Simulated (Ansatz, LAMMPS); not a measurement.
# Site preference of Al in place of Ga in glassy Ga2O3 (115 atoms): runs compared

Aim: make Al in place of Ga at several sites of glassy Ga2O3 (115 atoms), relax each, and compare their energies.

Computed with Ansatz 0.2.0: Kohn-Sham DFT, PBE, PAW (set soft_2), plane waves.

## Step 1: The cell as built

The cell holds 115 atoms: 46 Ga and 69 O. Its edges and angles: a = 11.054 Å, b = 11.054 Å, c = 11.054 Å, α = 90.0°, β = 90.0°, γ = 90.0°. 115 atoms (46 Fe, 69 O) placed at random at 4.52 g/cm³, melted at 4500 K for 20 ps at fixed volume with the Morse and Coulomb pair potential with partial charges (Pedone, Malavasi, Menziani, Cormack and Segre, J. Phys. Chem. B 110, 11780 (2006)). Quenched from 4500 K to 300 K at 100 K/ps and fixed volume, held 5 ps. Then Fe was replaced by Ga (the potential has no terms for the new elements, so the cell is a start for a DFT relaxation).

Limits known from the start: The quench rate of 100 K/ps is orders of magnitude faster than experiment, which tends to freeze in extra defects. The starting topology of bonds comes from the classical model, and needn't be the one that DFT or experiment would give. The Brillouin zone is sampled at Γ only, in a cell whose shortest periodic width is 11 Å.

## Step 2: The reference run

The reference is a single point at the end of the relaxation.

Every defect cell starts from the geometry of this run and is relaxed in the fixed cell.

Its input, with most atom lines left out:

```yaml
crystal:
  lattice:
    - [11.0541, 0.0, 0.0]
    - [0.0, 11.0541, 0.0]
    - [0.0, 0.0, 11.0541]
  atoms:
    - { symbol: Ga, position: [0.40652, 0.68929, 0.64533] }
    - { symbol: Ga, position: [0.44452, 0.26461, 0.06912] }
    - { symbol: Ga, position: [0.05381, 0.45388, 0.81279] }
    - { symbol: Ga, position: [0.68769, 0.98726, 0.30172] }
    - { symbol: Ga, position: [0.21123, 0.71509, 0.84515] }
    - { symbol: Ga, position: [0.51732, 0.90279, 0.5651] }
    - { symbol: Ga, position: [0.5177, 0.62821, 0.98923] }
    [... atom lines 8 to 115 left out ...]
kpoints:
  mp_grid: { grid: [1, 1, 1] }
hamiltonian:
  xc: pbe
scf:
  occupations: { method: fixed }
output:
  forces: true
  stress: true
  populations: true
  dos:
    method: { smearing: { sigma: 0.15 } }
    de: 0.1
    projected: { site_lists: { Ga: [Ga], O: [O] } }
  eigenvalues: true
  write_density: true
  write_potential: true
  volumetric_format: npy
```

```
free energy per atom   : -1853.8458 eV/atom
r.m.s. force component : 0.01061 eV/Å
pressure               : -4.598 GPa
```

Filled and empty levels are parted by 0.863 eV (at Γ alone); a semilocal functional tends to put such gaps too low. In a disordered cell it changes from sample to sample, and tail or defect levels can set it.

## Step 3: The runs

Each row is one run, on 4 threads of Intel Xeon 6975P-C (Granite Rapids), shared host. The free energy is the program's total, comparable only between runs with the same functional, potentials and atoms.

```csv
run,atoms,outcome,"ionic steps, all passes",free energy (eV),time,host memory (GiB)
Single point at the start,115,converged,-,-213181.612,11 s,2.3
Relaxation,115,converged,24,-213192.269,3.8 min,2.3
Single point at the relaxed geometry,115,converged,-,-213192.269,19 s,2.4
"Al on a site of Ga, site Ga39",115,converged,7,-209949.343,3 min,4.1
"Al on a site of Ga, site Ga15",115,converged,6,-209949.338,2.8 min,4.1
"Al on a site of Ga, site Ga36",115,converged,9,-209949.506,3.9 min,4.1
"Al on a site of Ga, site Ga17",115,converged,8,-209949.431,3.7 min,4.1
"Al on a site of Ga, site Ga19",115,converged,7,-209949.450,3 min,4.1
"Al on a site of Ga, site Ga29",115,converged,8,-209949.508,3.6 min,4.1
```

In some runs the program notes that starting moments were not kept.

A closer look about site Ga29, the cheapest one, after relaxation: 12 atoms, nearest first, numbered in the order of the input, with positions taken from that point.

| atom | x | y | z | distance (Å) | bonds |
| --- | --- | --- | --- | --- | --- |
| Al29 | 0.03 | -0.02 | 0.03 | 0.05 | 4 |
| O94 | 0.34 | 1.72 | -0.19 | 1.77 | 3 |
| O91 | -1.41 | -0.25 | 1.08 | 1.79 | 3 |
| O81 | 0.19 | -1.12 | -1.40 | 1.81 | 3 |
| O90 | 1.47 | -0.77 | 0.79 | 1.84 | 3 |
| Ga42 | 1.81 | -2.07 | -0.67 | 2.83 | 5 |
| Ga23 | -2.76 | -0.88 | -0.22 | 2.91 | 4 |
| O104 | -2.57 | 0.74 | -1.29 | 2.97 | 3 |
| Ga30 | 2.19 | 0.23 | 2.36 | 3.23 | 5 |
| Ga25 | 0.46 | 3.02 | 1.29 | 3.32 | 4 |
| Ga44 | 1.98 | 2.46 | -1.03 | 3.33 | 4 |
| O87 | 0.97 | 1.87 | 2.66 | 3.39 | 3 |

The column of bonds counts only the pairs O-Ga within 2.50 Å, O-Al within 2.23 Å; other neighbours, such as metal atoms beside each other in a compound, aren't counted, and periodic images can show an atom twice.

## Step 4: The sites compared

All these cells hold the same atoms, so their energies can be compared with no chemical potential.

| site | neighbours | mean distance (Å) | atoms within 6 Å | energy over the best site (eV) | before relaxation (eV) | gain on relaxing (eV) |
| --- | --- | --- | --- | --- | --- | --- |
| Ga29 | O4 | 1.88 | 73 | 0.00 | 0.02 | 0.26 |
| Ga36 | O5 | 1.98 | 77 | 0.00 | 0.00 | 0.24 |
| Ga19 | O5 | 1.98 | 76 | 0.06 | 0.03 | 0.21 |
| Ga17 | O4 | 1.89 | 76 | 0.08 | 0.08 | 0.25 |
| Ga39 | O4 | 1.93 | 74 | 0.16 | 0.14 | 0.22 |
| Ga15 | O6 | 2.10 | 74 | 0.17 | 0.10 | 0.18 |

Neighbours are those of the relaxed host within 2.50 Å (O-Ga); other pairs aren't counted.

## Step 5: Outcome

The cheapest site is Ga29 (4 neighbours, O4); the dearest, Ga15 (6 neighbours, O6), costs 0.17 eV more. Ga36 lies within 0.02 eV of the cheapest, a tie at this tolerance. By coordination the energies over the best site are 0.00 to 0.16 eV with 4 neighbours, 0.00 to 0.06 eV with 5 neighbours and 0.17 eV with 6 neighbours. Relaxation changes the order: the best site before relaxing was Ga36.

**Limits.** Defects are neutral and interact with their images. The reference ran with fixed occupations, but 6 of the 6 defect cells with fermi-dirac smearing of 0.025 eV, spin polarised. In a disordered cell the relaxation can also rearrange atoms far from the site. In the spin-polarised runs the search for a state of lower energy was switched off. Only 6 of the 46 Ga sites were tried; unless symmetry makes the others alike to these, a cheaper one may exist. The pressure of -4.6 GPa shows the cell to be stretched for this functional.

The DFT runs together took 24 min of wall time.

[Logs are printed without paths, hosts, clocks, repeated set-up lines and the standing remarks that a program may print on its own settings, such as how far it seeks lower states.]

[Hosts, paths, dates, database ids (printed as entryN), source tags and the programs' standing remarks are cut or masked in the printed files.]
